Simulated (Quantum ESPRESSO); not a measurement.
# MnGe3 (Ge8x111 Mn2 nn): which magnetic order is lowest

Does MnGe3 (Ge8x111 Mn2 nn) prefer parallel or opposed moments?

Method: PBE with U = 4 eV on Mn d (ortho-atomic projectors); plane waves with GBRV 1.5 PBE potentials, no spin-orbit coupling, in Quantum ESPRESSO 7.5.

### 1. Starting point

The structure is trigonal, space group R-3m (No. 166). The conventional cell has a = 8.002 Å, b = 8.002 Å, c = 9.800 Å, α = 90.00°, β = 90.00°, γ = 120.00°. Nearest to Mn lie 1 Mn at 2.45 Å and 3 Ge at 2.45 Å. Ge has 3 Ge at 2.45 Å and 1 Mn at 2.45 Å nearest. substitutional dopants on the host's measured lattice, atoms not relaxed. Farther neighbours are not listed.

The cell was typed by rule, not taken from a database of measured structures.

### 2. Start 1: ferro ++

The signs are those of the starting moments on the seeded atoms, the atoms that are given a moment.

pw.in reads:

```
&CONTROL
  calculation = 'scf'
  prefix = 'pwscf'
  outdir = './tmp'
  pseudo_dir = './pseudo'
  disk_io = 'nowf'
/
&SYSTEM
  ibrav = 0
  celldm(1) = 8
  nat = 8
  ntyp = 2
  ecutwfc = 40
  ecutrho = 280
  nbnd = 76
  occupations = 'smearing'
  smearing = 'fd'
  degauss = 0.00367493
  nspin = 2
  starting_magnetization(1) = 0.3
  starting_magnetization(2) = 0
/
&ELECTRONS
  conv_thr = 1.6d-08
  electron_maxstep = 150
  mixing_beta = 0.3
/
ATOMIC_SPECIES
Mn     54.9380 mn_pbe_v1.5.uspp.F.UPF
Ge     72.6300 ge_pbe_v1.4.uspp.F.UPF
CELL_PARAMETERS alat
   1.3365088016416    0.0000000000000    0.0000000000000
   0.0000000000000    1.3365088016416    0.0000000000000
   0.0000000000000    0.0000000000000    1.3365088016416
ATOMIC_POSITIONS crystal
Mn      0.0000000000    0.0000000000    0.0000000000
Mn      0.2500000000    0.2500000000    0.2500000000
Ge      0.0000000000    0.5000000000    0.5000000000
Ge      0.2500000000    0.7500000000    0.7500000000
Ge      0.5000000000    0.0000000000    0.5000000000
Ge      0.7500000000    0.2500000000    0.7500000000
Ge      0.5000000000    0.5000000000    0.0000000000
Ge      0.7500000000    0.7500000000    0.2500000000
K_POINTS automatic
5 5 5 0 0 0
HUBBARD {ortho-atomic}
U Mn-3d 4.0000
```

Started as:

```console
> OMP_NUM_THREADS=1 mpirun -n 4 pw.x -nk 4 -in pw.in > pw.out
```

What it wrote:

```text
Program PWSCF v.7.5 starts

     Message from routine setup:
     using ibrav=0 with symmetry is DISCOURAGED, use correct ibrav instead

     K-points division:     npool     =       4
     Subspace diagonalization in iterative solution of the eigenvalue problem:

     G-vector sticks info
     --------------------
     sticks:   dense  smooth     PW     G-vecs:    dense   smooth      PW
     Sum        2561    1457    421                96969    41851    6355

     Using Slab Decomposition

     bravais-lattice index     =            0
     lattice parameter (alat)  =       8.0000  a.u.
     unit-cell volume          =    1222.3214 (a.u.)^3
     number of atoms/cell      =            8
     number of atomic types    =            2
     number of electrons       =       114.00
     number of Kohn-Sham states=           76
     kinetic-energy cutoff     =      40.0000  Ry
     charge density cutoff     =     280.0000  Ry
     scf convergence threshold =      1.6E-08
     mixing beta               =       0.3000
     number of iterations used =            8  plain     mixing
     Exchange-correlation=  SLA  PW   PBX  PBC
                           (   1   4   3   4   0   0   0)
     Hubbard projectors: ortho-atomic
     Hubbard parameters of DFT+U (Dudarev formulation) in eV:
     U(Mn-3d) =  4.0000

     Internal variables: lda_plus_u =T, lda_plus_u_kind = 0

     Internal variables: orbital_resolved =F, hub_pot_fix =F, apply_U = F

     celldm(1)=   8.000000  celldm(2)=   0.000000  celldm(3)=   0.000000
     celldm(4)=   0.000000  celldm(5)=   0.000000  celldm(6)=   0.000000

     crystal axes: (cart. coord. in units of alat)
               a(1) = (   1.336509   0.000000   0.000000 )
               a(2) = (   0.000000   1.336509   0.000000 )
               a(3) = (   0.000000   0.000000   1.336509 )

     reciprocal axes: (cart. coord. in units 2 pi/alat)
               b(1) = (  0.748218  0.000000  0.000000 )
               b(2) = (  0.000000  0.748218  0.000000 )
               b(3) = (  0.000000  0.000000  0.748218 )

     PseudoPot. # 1 for Mn read from file:
     mn_pbe_v1.5.uspp.F.UPF
     Pseudo is Ultrasoft + core correction, Zval = 15.0
     Generated by new atomic code, or converted to UPF format
     Using radial grid of  859 points,  6 beta functions with:
                l(1) =   0
                l(2) =   0
                l(3) =   1
                l(4) =   1
                l(5) =   2
                l(6) =   2
     Q(r) pseudized with  8 coefficients,  rinner =    0.950   0.950   0.950
                                                       0.950   0.950

     PseudoPot. # 2 for Ge read from file:
     ge_pbe_v1.4.uspp.F.UPF
     Pseudo is Ultrasoft + core correction, Zval = 14.0
     Generated by new atomic code, or converted to UPF format
     Using radial grid of  873 points,  6 beta functions with:
                l(1) =   0
                l(2) =   0
                l(3) =   1
                l(4) =   1
                l(5) =   2
                l(6) =   2
     Q(r) pseudized with  8 coefficients,  rinner =    1.400   1.400   1.400
                                                       1.400   1.400

     atomic species   valence    mass     pseudopotential
     Mn               15.00    54.93800     Mn( 1.00)
     Ge               14.00    72.63000     Ge( 1.00)

     Starting magnetic structure
     atomic species   magnetization
     Mn              0.300
     Ge              0.000

     12 Sym. Ops., with inversion, found ( 6 have fractional translation)

   Cartesian axes

     site n.     atom                  positions (alat units)
         1        Mn     tau(   1) = (   0.0000000   0.0000000   0.0000000  )
         2        Mn     tau(   2) = (   0.3341272   0.3341272   0.3341272  )
         3        Ge     tau(   3) = (   0.0000000   0.6682544   0.6682544  )
         4        Ge     tau(   4) = (   0.3341272   1.0023816   1.0023816  )
         5        Ge     tau(   5) = (   0.6682544   0.0000000   0.6682544  )
         6        Ge     tau(   6) = (   1.0023816   0.3341272   1.0023816  )
         7        Ge     tau(   7) = (   0.6682544   0.6682544   0.0000000  )
         8        Ge     tau(   8) = (   1.0023816   1.0023816   0.3341272  )

     number of k points=    19  Fermi-Dirac smearing, width (Ry)=  0.0037
                       cart. coord. in units 2pi/alat
        k(    1) = (   0.0000000   0.0000000   0.0000000), wk =   0.0080000
        k(    2) = (   0.0000000   0.0000000   0.1496436), wk =   0.0480000
        k(    3) = (   0.0000000   0.0000000   0.2992872), wk =   0.0480000
        k(    4) = (   0.0000000   0.1496436   0.1496436), wk =   0.0480000
        k(    5) = (   0.0000000   0.1496436   0.2992872), wk =   0.0960000
        [... 14 further k-points ...]

     Dense  grid:    96969 G-vectors     FFT dimensions: (  60,  60,  60)

     Smooth grid:    41851 G-vectors     FFT dimensions: (  48,  48,  48)

     Check: negative core charge=   -0.000018
     Generating pointlists ...
     new r_m :   0.2387 (alat units)  1.9098 (a.u.) for type    1
     new r_m :   0.2387 (alat units)  1.9098 (a.u.) for type    2

     Initial potential from superposition of free atoms

     starting charge     112.9946, renormalised to     114.0000

     STARTING HUBBARD OCCUPATIONS:

     =================== HUBBARD OCCUPATIONS ===================
     ------------------------ ATOM    1 ------------------------
     Tr[ns(  1)] (up, down, total) =   5.00000  0.00000  5.00000
     Atomic magnetic moment for atom   1 =   5.00000
     [... lines left out ...]
     ------------------------ ATOM    2 ------------------------
     Tr[ns(  2)] (up, down, total) =   5.00000  0.00000  5.00000
     Atomic magnetic moment for atom   2 =   5.00000
     [... lines left out ...]
     Number of occupied Hubbard levels =   10.0000

     Atomic wfc used for Hubbard projectors are orthogonalized

     Starting wfcs are   80 randomized atomic wfcs

     Self-consistent Calculation

     iteration #  1     ecut=    40.00 Ry     beta= 0.30
     Davidson diagonalization with overlap
     ethr =  1.00E-02,  avg # of iterations =  4.6

     =================== HUBBARD OCCUPATIONS ===================
     ------------------------ ATOM    1 ------------------------
     Tr[ns(  1)] (up, down, total) =   4.88931  0.32909  5.21840
     Atomic magnetic moment for atom   1 =   4.56022
     [... lines left out ...]
     ------------------------ ATOM    2 ------------------------
     Tr[ns(  2)] (up, down, total) =   4.88931  0.32909  5.21840
     Atomic magnetic moment for atom   2 =   4.56022
     [... lines left out ...]
     Number of occupied Hubbard levels =   10.4368

     Threshold (ethr) on eigenvalues was too large:
     Diagonalizing with lowered threshold

     Davidson diagonalization with overlap
     ethr =  3.24E-04,  avg # of iterations =  2.6

     total energy              =   -1703.77765968 Ry
     estimated scf accuracy    <       0.36182643 Ry

     total magnetization       =     9.34 Bohr mag/cell
     absolute magnetization    =     9.62 Bohr mag/cell

     iteration #  2     ecut=    40.00 Ry     beta= 0.30
     Davidson diagonalization with overlap
     ethr =  3.17E-04,  avg # of iterations =  2.1

     total energy              =   -1703.79427415 Ry
     estimated scf accuracy    <       0.09130278 Ry

     total magnetization       =     9.11 Bohr mag/cell
     absolute magnetization    =     9.58 Bohr mag/cell

     iteration #  3     ecut=    40.00 Ry     beta= 0.30
     Davidson diagonalization with overlap
     ethr =  8.01E-05,  avg # of iterations =  4.4

     negative rho (up, down):  0.000E+00 7.684E-04

     total energy              =   -1703.80933436 Ry
     estimated scf accuracy    <       0.01620458 Ry

     total magnetization       =     9.02 Bohr mag/cell
     absolute magnetization    =     9.66 Bohr mag/cell

     [... further iterations left out ...]

     iteration # 10     ecut=    40.00 Ry     beta= 0.30
     Davidson diagonalization with overlap
     ethr =  9.01E-09,  avg # of iterations =  2.5

     negative rho (up, down):  0.000E+00 1.144E-03

     total energy              =   -1703.81292002 Ry
     estimated scf accuracy    <       0.00000065 Ry

     total magnetization       =     8.62 Bohr mag/cell
     absolute magnetization    =     9.87 Bohr mag/cell

     iteration # 11     ecut=    40.00 Ry     beta= 0.30
     Davidson diagonalization with overlap
     ethr =  5.67E-10,  avg # of iterations =  2.8

     negative rho (up, down):  0.000E+00 1.144E-03

     total energy              =   -1703.81292099 Ry
     estimated scf accuracy    <       0.00000008 Ry

     total magnetization       =     8.61 Bohr mag/cell
     absolute magnetization    =     9.87 Bohr mag/cell

     iteration # 12     ecut=    40.00 Ry     beta= 0.30
     Davidson diagonalization with overlap
     ethr =  6.90E-11,  avg # of iterations =  2.1

     negative rho (up, down):  0.000E+00 1.144E-03

     total energy              =   -1703.81292115 Ry
     estimated scf accuracy    <       0.00000003 Ry

     total magnetization       =     8.61 Bohr mag/cell
     absolute magnetization    =     9.87 Bohr mag/cell

     iteration # 13     ecut=    40.00 Ry     beta= 0.30
     Davidson diagonalization with overlap
     ethr =  2.70E-11,  avg # of iterations =  2.8

     negative rho (up, down):  0.000E+00 1.144E-03

     Magnetic moment per site  (integrated on atomic sphere of radius R)
     atom   1 (R=0.239)  charge= 13.0528  magn=  4.1258
     atom   2 (R=0.239)  charge= 13.0528  magn=  4.1258
     atom   3 (R=0.239)  charge= 11.8416  magn= -0.0578
     atom   4 (R=0.239)  charge= 11.8416  magn= -0.0578
     atom   5 (R=0.239)  charge= 11.8416  magn= -0.0578
     atom   6 (R=0.239)  charge= 11.8416  magn= -0.0578
     atom   7 (R=0.239)  charge= 11.8416  magn= -0.0578
     atom   8 (R=0.239)  charge= 11.8416  magn= -0.0578

     End of self-consistent calculation

     =================== HUBBARD OCCUPATIONS ===================
     ------------------------ ATOM    1 ------------------------
     Tr[ns(  1)] (up, down, total) =   4.89176  0.41776  5.30952
     Atomic magnetic moment for atom   1 =   4.47399
     [... lines left out ...]
     ------------------------ ATOM    2 ------------------------
     Tr[ns(  2)] (up, down, total) =   4.89176  0.41776  5.30952
     Atomic magnetic moment for atom   2 =   4.47399
     [... lines left out ...]
     Number of occupied Hubbard levels =   10.6190

     [... lines left out ...]
     the Fermi energy is     8.0821 ev

!    total energy              =   -1703.81292126 Ry
     estimated scf accuracy    <          2.8E-09 Ry
     smearing contrib. (-TS)   =      -0.00273450 Ry
     internal energy E=F+TS    =   -1703.81018676 Ry

     The total energy is F=E-TS. E is the sum of the following terms:
     one-electron contribution =   -1131.43798094 Ry
     hartree contribution      =     649.45882250 Ry
     xc contribution           =    -403.20750220 Ry
     ewald contribution        =    -818.75962732 Ry
     Hubbard energy            =       0.13610119 Ry

     total magnetization       =     8.61 Bohr mag/cell
     absolute magnetization    =     9.87 Bohr mag/cell

     convergence has been achieved in  13 iterations

=------------------------------------------------------------------------------=
   JOB DONE.
=------------------------------------------------------------------------------=
```

The job ended after 55 s (4 MPI ranks of AMD EPYC 9B45 (Zen 5), shared host; peak memory 0.97 GiB).

Spin moment in the atom's sphere by atom:

```tsv
atom	spin moment in the atom's sphere (μB)
Mn1	4.13
Mn2	4.13
Ge3	-0.06
Ge4	-0.06
Ge5	-0.06
Ge6	-0.06
Ge7	-0.06
Ge8	-0.06
```

Numbers from this step:

```yaml
smearing_term_ts: 0.03720 eV
magnetization: 8.612 μB
absolute_magnetization: 9.869 μB
final_state: ferromagnetic
```

(Continued in part 2 of 2.)

[Logs and program files are shortened in this print: banners, set-up blocks, solver, clock and traceback lines can be left out without a mark of their own.]

[Logs are printed without paths, hosts, clocks, repeated set-up lines and the standing remarks that a program may print on its own settings, such as how far it seeks lower states.]

[Hosts, paths, dates, database ids (printed as entryN), source tags and the programs' standing remarks are cut or masked in the printed files.]

[Where a cell is said to come from a database of computed structures, the database is the Materials Project.]
